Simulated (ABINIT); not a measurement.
## LiCl (Fm-3m): G0W0 in ABINIT against the screening cutoff in the self-energy

How does the gap of LiCl (Fm-3m) converge in the screening cutoff in the self-energy?

Program: ABINIT 10.8.3. Level of theory: LDA and many-body steps on it, plane waves. Results are calculated unless marked as measured.

Most raw output is cut from this account.

The database entry behind the starting cell differs from later determinations by our own check (0.1 to 0.3 % short, probably kX units), so it need not match the best structure at ambient conditions.

### Step 1. The structure

Symmetry: Fm-3m, No. 225, cubic system. Conventional cell: a = 5.130 Å, b = 5.130 Å, c = 5.130 Å, α = 90.00°, β = 90.00°, γ = 90.00°. Li has 6 Cl at 2.56 Å nearest. Nearest to Cl lie 6 Li at 2.56 Å. Farther neighbours and most contacts between anions are not listed.

The cell and positions come from the Crystallography Open Database and are kept as given unless a step says otherwise.

### Step 2. Screening, 4×4×4 mesh, 160 bands, screening to 217.7 eV

This step: ABINIT 10.8.3; RPA screening on LDA, plane waves, norm-conserving pseudopotentials.

The RPA dielectric matrix is built and inverted for each q.

The input, run.abi:

```
acell 3*1.0 Angstrom
rprim 
  0.000000000000 2.564770000000 2.564770000000
  2.564770000000 0.000000000000 2.564770000000
  2.564770000000 2.564770000000 -0.000000000000
ntypat 2
znucl 3 17
natom 2
typat 1 2
xred 
  0.000000000000 0.000000000000 0.000000000000
  0.500000000000 0.500000000000 0.500000000000
pp_dirpath "pseudos"
pseudos "Li.upf, Cl.upf"
ecut 33
ngkpt 4 4 4
nshiftk 1
shiftk 0 0 0
kptopt 1
chksymbreak 0
istwfk *1
occopt 1
irdwfk 1
optdriver 3
nband 160
ecuteps 8
inclvkb 2
awtr 1
symchi 1
indata_prefix "in"
outdata_prefix "out"
tmpdata_prefix "tmp"
```

Launch:

```console
OMP_NUM_THREADS=1 mpirun -n 4 abinit run.abi > log
```

The job ended after 17 s (4 MPI ranks of Arm Neoverse V2, shared host; peak memory 0.79 GiB; 66 s of CPU time).

This step gave:

```yaml
eps_infinity_with_local_fields_on_this_mesh_along_the_program_s_q_direction: 3.004
the_same_without_local_fields: 3.521
plasma_frequency: 20.21 eV
plane_waves_in_the_screening_matrix: 259
```

Local fields lower ε∞ by 15 %. On a Γ-centred mesh this coarse the value itself is usually too large, while a short band sum pulls it down.

### Step 3. 0.8 Ha

This step: G0W0 on LDA, plane waves, norm-conserving pseudopotentials.

Edit run.abi of step 2 so:

```diff
@@ -23,8 +23,15 @@
 irdwfk 1
-optdriver 3
+optdriver 4
 nband 160
-ecuteps 8
-inclvkb 2
-awtr 1
-symchi 1
+gwcalctyp 0
+ecutsigx 33
+symsigma 1
+nkptgw 1
+kptgw 
+  0.0000000000 0.0000000000 0.0000000000
+bdgw 
+  3 9
+ecuteps 0.8
+irdscr 1
+ppmodel 1
 indata_prefix "in"
```

Wall time 2.1 s (4 MPI ranks); peak memory 0.16 GiB; 8.1 s of CPU time.

This step gave:

```
G0W0 gap on the points computed              : 9.015 eV
starting gap on the mesh                     : 5.989 eV
k of the valence top                         : 0, 0, 0
k of the conduction bottom                   : 0, 0, 0
Z at the valence top                         : 0.847
Z at the conduction bottom                   : 0.86
least direct G0W0 gap on the computed points : 9.015 eV
```

### Step 4. 1.6 Ha

Edit run.abi of step 3 so:

```diff
@@ -33,3 +33,3 @@
   3 9
-ecuteps 0.8
+ecuteps 1.6
 irdscr 1
```

The job ended after 2.1 s (4 MPI ranks; peak memory 0.16 GiB; 8 s of CPU time).

This step gave:

```
G0W0 gap on the points computed              : 8.641 eV
starting gap on the mesh                     : 5.989 eV
k of the valence top                         : 0, 0, 0
k of the conduction bottom                   : 0, 0, 0
Z at the valence top                         : 0.827
Z at the conduction bottom                   : 0.851
least direct G0W0 gap on the computed points : 8.641 eV
```

### Step 5. 2.8 Ha

The self-energy is evaluated for the states that the input lists, and the levels follow from it, in one-shot runs by the linearised quasiparticle equation.

Edit run.abi of step 4 so:

```diff
@@ -33,3 +33,3 @@
   3 9
-ecuteps 1.6
+ecuteps 2.8
 irdscr 1
```

Run time: 2.4 s. Hardware: 4 MPI ranks; peak memory 0.16 GiB.

Numbers from this step:

* G0W0 gap on the points computed: 8.821 eV
* starting gap on the mesh: 5.989 eV
* k of the valence top: 0, 0, 0
* k of the conduction bottom: 0, 0, 0
* least direct G0W0 gap on the computed points: 8.821 eV

The gap on the mesh goes from 5.99 eV to 8.82 eV, a correction of +2.83 eV.

### Step 6. 4 Ha

Edit run.abi of step 5 so:

```diff
@@ -33,3 +33,3 @@
   3 9
-ecuteps 2.8
+ecuteps 4
 irdscr 1
```

Wall time 2.7 s (4 MPI ranks); peak memory 0.16 GiB; 11 s of CPU time.

This step gave:

```yaml
g0w0_gap_on_the_points_computed: 8.885 eV
starting_gap_on_the_mesh: 5.989 eV
k_of_the_valence_top: 0, 0, 0
k_of_the_conduction_bottom: 0, 0, 0
least_direct_g0w0_gap_on_the_computed_points: 8.885 eV
```

Against the run before, the gap moves by +0.064 eV.

### Step 7. 6 Ha

Edit run.abi of step 6 so:

```diff
@@ -33,3 +33,3 @@
   3 9
-ecuteps 4
+ecuteps 6
 irdscr 1
```

It took 4.4 s on 4 MPI ranks; peak memory 0.57 GiB.

This step gave:

| Property | Result |
| --- | --- |
| G0W0 gap on the points computed | 8.97 eV |
| starting gap on the mesh | 5.989 eV |
| k of the valence top | 0, 0, 0 |
| k of the conduction bottom | 0, 0, 0 |
| least direct G0W0 gap on the computed points | 8.97 eV |

Against the run before, the gap moves by +0.085 eV.

### Step 8. 8 Ha

Edit run.abi of step 7 so:

```diff
@@ -33,3 +33,3 @@
   3 9
-ecuteps 6
+ecuteps 8
 irdscr 1
```

It took 7.8 s on 4 MPI ranks; peak memory 0.77 GiB.

This step gave:

- G0W0 gap on the points computed: 8.984 eV
- starting gap on the mesh: 5.989 eV
- k of the valence top: 0, 0, 0
- k of the conduction bottom: 0, 0, 0
- least direct G0W0 gap on the computed points: 8.984 eV

Against the run before, the gap moves by +0.014 eV.

### Step 9. Side by side

Times are wall times on 4 MPI ranks of Arm Neoverse V2, shared host, good to a factor of about two. A run's time includes the screening step that it read.

```csv
run,mesh,bands,screening cutoff (eV),DFT gap (eV),gap on the mesh (eV),direct (eV),ε∞ used,time
0.8 Ha,4×4×4,160,21.8,5.989,9.015,9.015,3.00,19 s
1.6 Ha,4×4×4,160,43.5,5.989,8.641,8.641,3.00,19 s
2.8 Ha,4×4×4,160,76.2,5.989,8.821,8.821,3.00,19 s
4 Ha,4×4×4,160,108.8,5.989,8.885,8.885,3.00,19 s
6 Ha,4×4×4,160,163.3,5.989,8.970,8.970,3.00,21 s
8 Ha,4×4×4,160,217.7,5.989,8.984,8.984,3.00,24 s
```

### Step 10. Outcome

```
0.8 Ha       : 9.015 eV
1.6 Ha       : 8.641 eV
2.8 Ha       : 8.821 eV
4 Ha         : 8.885 eV
6 Ha         : 8.970 eV
8 Ha         : 8.984 eV
known limits : not at the basis limit; coarse k mesh
```

In words: The setting moved: screening cutoff in the self-energy. From 0.8 Ha to 8 Ha the gap moves by −0.03 eV, not steadily: it passes through 8.64 eV. The last step still moves it by +0.014 eV. Bands and screening cutoff are coupled, so a series along one setting does not show full convergence. Bands and cutoff are finite, so the gap is not at the basis limit. The miss can reach some tenths of an eV and take either sign; the mesh is an error of its own. In the G0W0 runs levels were corrected at 1 k point alone, so a gap called «on the mesh» is the least over those, and an edge elsewhere would be missed. The 4×4×4 mesh is coarse for this cell, which bears on the long-range parts of exchange and screening.

[Paths, hosts, dates, memory and timing lines, banners, echoed tables and standing remarks are left out of the program output.]

[Logs are printed without paths, hosts, clocks, repeated set-up lines and the standing remarks that a program may print on its own settings, such as how far it seeks lower states.]

[Runs of the session that timed out or met a known fault of the program may be left out.]

[Hosts, paths, dates, database ids (printed as entryN), source tags and the programs' standing remarks are cut or masked in the printed files.]

[G0W0 gaps are taken among the corrected bands and points alone; a level outside them can change the order at an edge.]

[Where Ansatz stands beside ABINIT at settings called matched, ABINIT's density can come from a denser mesh and the files from another edition; pairs whose starting gaps differed by over 0.03 eV were left out, so agreement reads better than it is.]
